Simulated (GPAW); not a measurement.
# Work function of Mg/Al(111) at several levels, part 2 of 2

Aim: the work function of both faces of Mg/Al(111), and its spread over functionals and bases.

GPAW 26.7.0; GPAW, PAW setups; slab in vacuum, relaxation (the session's first sound run).

So far, upper work function (eV): step 2 (relaxing the atoms, PBE, GPAW) 3.75; step 5 (self-consistent run: xc = "LDA") 3.89; step 6 (self-consistent run: xc = "RPBE") 3.68; step 7 (OptPBE vdW: xc = "optPBE-vdW", GPAW, PAW setups, GPAW) 3.85; step 8 (self-consistent run: xc = "revPBE") 3.68.

### Step 9. Real-space grid: mode = "fd"

A real-space grid is a second complete basis, so it checks the plane-wave result.

Input file run.py:

```python
import json
import numpy as np
from ase import Atoms
from gpaw import GPAW

slab = Atoms(
    ['Al', 'Al', 'Al', 'Al', 'Mg'],
    positions=[
        [0.00000, 0.00000, 7.00000],
        [1.43189, 0.82670, 9.33827],
        [2.86378, 1.66182, 11.64864],
        [0.00000, 0.00925, 14.00502],
        [1.43189, 0.83251, 16.56767]],
    cell=[[2.86378, 0.0, 0.0], [1.43189, 2.48011, 0.0], [0.0, 0.0, 23.36378]],
    pbc=[True, True, False])

slab.calc = GPAW(mode='fd', h=0.18, xc='PBE', kpts={'size': (13, 13, 1), 'gamma': True},
                 occupations={'name': 'fermi-dirac', 'width': 0.1}, nbands='200%',
                 convergence={'density': 1e-05}, maxiter=200,
                 poissonsolver={'dipolelayer': 'xy'},
                 symmetry={'tolerance': 1e-3}, txt='slab.txt')
result = {}
energy = slab.get_potential_energy()
fermi = slab.calc.get_fermi_level()
v = slab.calc.get_electrostatic_potential().mean((0, 1)) - fermi
n = slab.calc.get_pseudo_density().mean((0, 1))
L = slab.cell[2, 2]
z = np.arange(len(v)) * L / len(v)
low, high = slab.positions[:, 2].min(), slab.positions[:, 2].max()
below, above = np.interp([low - 4.8, high + 4.8], z, v)
slopes = [np.interp(x, z, np.gradient(v, z)) for x in (low - 4.8, high + 4.8)]
eps = np.array([[slab.calc.get_eigenvalues(k, s) for k in range(len(slab.calc.get_ibz_k_points()))]
                for s in range(slab.calc.get_number_of_spins())]) - fermi
top, bottom = eps[eps < 0].max(), eps[eps > 0].min()
dipole = slab.get_dipole_moment()[2]
print(f'energy {energy:.4f} eV, Fermi level {fermi:.4f} eV, dipole {dipole:.5f} e A')
print(f'potential 4.8 A off the faces, from the Fermi level: lower {below:.4f} eV, upper {above:.4f} eV')
print(f'slope of the potential there: lower {slopes[0]:.5f}, upper {slopes[1]:.5f} eV/A')
print(f'nearest levels on the mesh: {top:.4f} and {bottom:.4f} eV')
print('magnetic moment', round(slab.get_magnetic_moment(), 3))
result.update(energy=energy, fermi=fermi, dipole=dipole, below=below, above=above, slopes=slopes, edges=[top, bottom],
              z=z.tolist(), v=v.tolist(), n=n.tolist(), positions=slab.positions.tolist(),
              forces=slab.get_forces(apply_constraint=False).tolist(), moments=slab.get_magnetic_moments().tolist())
json.dump(result, open('result.json', 'w'))
```

On the command line:

```console
$ OMP_NUM_THREADS=1 OPENBLAS_NUM_THREADS=1 python run.py
```

Log:

```text
energy -15.8121 eV, Fermi level -3.9176 eV, dipole 0.01322 e A
potential 4.8 A off the faces, from the Fermi level: lower 4.0856 eV, upper 3.7486 eV
slope of the potential there: lower -0.00089, upper 0.00157 eV/A
nearest levels on the mesh: -0.0751 and 0.0294 eV
magnetic moment 0.0
```

Elapsed: 2.9 min, on 1 thread of Intel Xeon Platinum 8488C (Sapphire Rapids), shared host; peak memory 0.58 GiB.

Numbers from this step:

```yaml
dipole_along_the_normal: 0.01322 e·Å
levels_nearest_the_fermi_level_on_the_mesh: -0.07509, 0.02941 eV from the Fermi level
upper_work_function: 3.749 eV
lower_work_function: 4.086 eV
```

The electrostatic potential energy of an electron (without an applied field's), less the Fermi level, planar mean oscillates, so the rows of the table below give means over windows of 2.37 Å about each position, cut where the curve ends. Its maxima inside the range that stand out by 2 % of the span (Å: eV): 8.2: -0.531, 10.5: -0.614, 12.9: -0.436, 15.3: 0.501. Its minima: 7.0: -15.8, 9.3: -15.9, 11.7: -15.9, 14.0: -15.9, 16.6: -13.0.

Electrostatic potential energy of an electron (without an applied field's), less the Fermi level, planar mean against z; means over each step:

z (Å), electrostatic potential energy of an electron (without an applied field's), less the Fermi level, planar mean (eV) and a bar from the least value:
```
     1.19        4.1 ##############################
     3.56        4.1 ##############################
     5.93       -2.6 ############
     8.29       -7.2 
    10.67       -7.4 
    13.04       -7.1 #
    15.41       -4.9 #######
    17.77       -1.2 ################
    20.14        3.7 #############################
    22.52        3.7 #############################
```

The upper face's work function is 3.749 eV, against 3.749 eV in the first plane-wave PBE run at this geometry.

### Step 10. Atomic orbitals: mode = "lcao"

Atom-centred orbitals end a few angstrom from the surface, which tests how much the density's tail matters.

Edit run.py of step 9 so:

```diff
@@ -16,4 +16,4 @@
 
-slab.calc = GPAW(mode='fd', h=0.18, xc='PBE', kpts={'size': (13, 13, 1), 'gamma': True},
-                 occupations={'name': 'fermi-dirac', 'width': 0.1}, nbands='200%',
+slab.calc = GPAW(mode='lcao', basis='dzp', h=0.18, xc='PBE', kpts={'size': (13, 13, 1), 'gamma': True},
+                 occupations={'name': 'fermi-dirac', 'width': 0.1}, nbands='120%',
                  convergence={'density': 1e-05}, maxiter=200,
```

Log:

```text
energy -15.1975 eV, Fermi level -3.9008 eV, dipole 0.00937 e A
potential 4.8 A off the faces, from the Fermi level: lower 4.0202 eV, upper 3.7814 eV
slope of the potential there: lower -0.00000, upper 0.00034 eV/A
nearest levels on the mesh: -0.0856 and 0.0422 eV
magnetic moment 0.0
```

The job ended after 18 min (1 thread; peak memory 0.28 GiB).

This step gave:

```
dipole along the normal                    : 0.009368 e·Å
levels nearest the Fermi level on the mesh : -0.08559, 0.04223 eV from the Fermi level
upper work function                        : 3.781 eV
lower work function                        : 4.020 eV
```

Table of electrostatic potential energy of an electron (without an applied field's), less the Fermi level, planar mean by z:

z (Å), electrostatic potential energy of an electron (without an applied field's), less the Fermi level, planar mean (eV) and a bar from the least value:
```
      0.0        3.9 ##############################
      0.5        4.0 ##############################
      1.0        4.0 ##############################
      1.5        4.0 ##############################
      2.0        4.0 ##############################
      2.5        4.0 ##############################
      3.0        4.0 ##############################
      3.5        4.0 ##############################
      4.0        4.0 ##############################
      4.5        4.0 ##############################
      5.0        3.7 ##############################
      5.5        2.8 ############################
      6.0        0.0 ########################
      6.5       -7.7 ############
      7.0      -15.9 
      7.5       -7.8 ############
      8.0       -1.1 ######################
      8.5       -2.3 ####################
      9.0      -11.4 #######
      9.5      -14.8 ##
     10.0       -4.8 #################
     10.5       -0.7 #######################
     11.0       -5.0 ################
     11.5      -15.0 #
     12.0      -11.1 #######
     12.5       -2.2 #####################
     13.0       -1.0 ######################
     13.5       -7.7 ############
     14.0      -15.9 
     14.5       -7.8 ############
     15.0       -0.6 #######################
     15.5       -0.1 ########################
     16.0       -5.2 ################
     16.5      -13.0 ####
     17.0       -7.6 #############
     17.5       -0.8 #######################
     18.0        2.2 ###########################
     18.5        3.3 #############################
     19.0        3.6 #############################
     19.5        3.7 ##############################
     20.0        3.8 ##############################
     20.5        3.8 ##############################
     21.0        3.8 ##############################
     21.5        3.8 ##############################
     22.0        3.8 ##############################
     22.5        3.8 ##############################
     23.0        3.8 ##############################
```

The upper face's work function is 3.781 eV, against 3.749 eV in the first plane-wave PBE run at this geometry.

### Step 11. All levels side by side

Times are for 1 thread of Intel Xeon Platinum 8488C (Sapphire Rapids), shared host. Results by setting:

```csv
no.,run,upper work function (eV),lower work function (eV),time,memory (GiB)
1,pw,3.749,4.086,50 s,0.24
2,vdW DF2,3.880,4.251,62 s,0.36
3,LDA,3.888,4.251,45 s,0.24
4,RPBE,3.682,4.013,49 s,0.24
5,optPBE vdW,3.853,4.211,58 s,0.36
6,revPBE,3.683,4.013,49 s,0.24
7,fd,3.749,4.086,2.9 min,0.58
8,lcao,3.781,4.020,18 min,0.28
```

### Step 12. Side by side

Results and costs are gathered.

This step: comparison of work functions, dipole and cost (GPAW 26.7.0).

Ladder, by row:

```csv
step,code,"work function, upper (eV)","work function, lower (eV)",dipole (e Å),wall time (s),peak memory (GiB),threads
pw,GPAW,3.749,4.086,0.01325,50.03,0.24,1
vdW-DF2,GPAW,3.88,4.251,0.01457,62.23,0.36,1
LDA,GPAW,3.888,4.251,0.01428,45.23,0.24,1
RPBE,GPAW,3.682,4.013,0.013,48.74,0.24,1
optPBE-vdW,GPAW,3.853,4.211,0.01404,58.06,0.36,1
revPBE,GPAW,3.683,4.013,0.01298,48.58,0.24,1
fd,GPAW,3.749,4.086,0.01322,175.2,0.58,1
lcao,GPAW,3.781,4.02,0.009368,1090,0.28,1
```

### Step 13. Results

```
work function, upper and lower face : 3.749 and 4.086 eV
dipole along the normal             : 0.0132 e Å
```

In words: With plane waves and PBE the work function is 3.75 eV on the upper face and 4.09 eV on the lower. The two faces differ by 0.34 eV, the step that the slab's dipole makes (e p/(ε0 A) gives 0.34 eV), so the dipole layer is needed. Over the sound runs of the table the upper face's work function spans 3.682 (RPBE) to 3.888 eV (LDA). The cell of 7.10 Å² holds one Mg, started on one chosen site; other sites and coverages weren't tried. The in-plane lattice was kept as typed, which isn't the functional's own and leaves some strain; spin-orbit coupling and temperature are left out.

[Logs are printed without paths, hosts, clocks, repeated set-up lines and the standing remarks that a program may print on its own settings, such as how far it seeks lower states.]

[Hosts, paths, dates, database ids (printed as entryN), source tags and the programs' standing remarks are cut or masked in the printed files.]
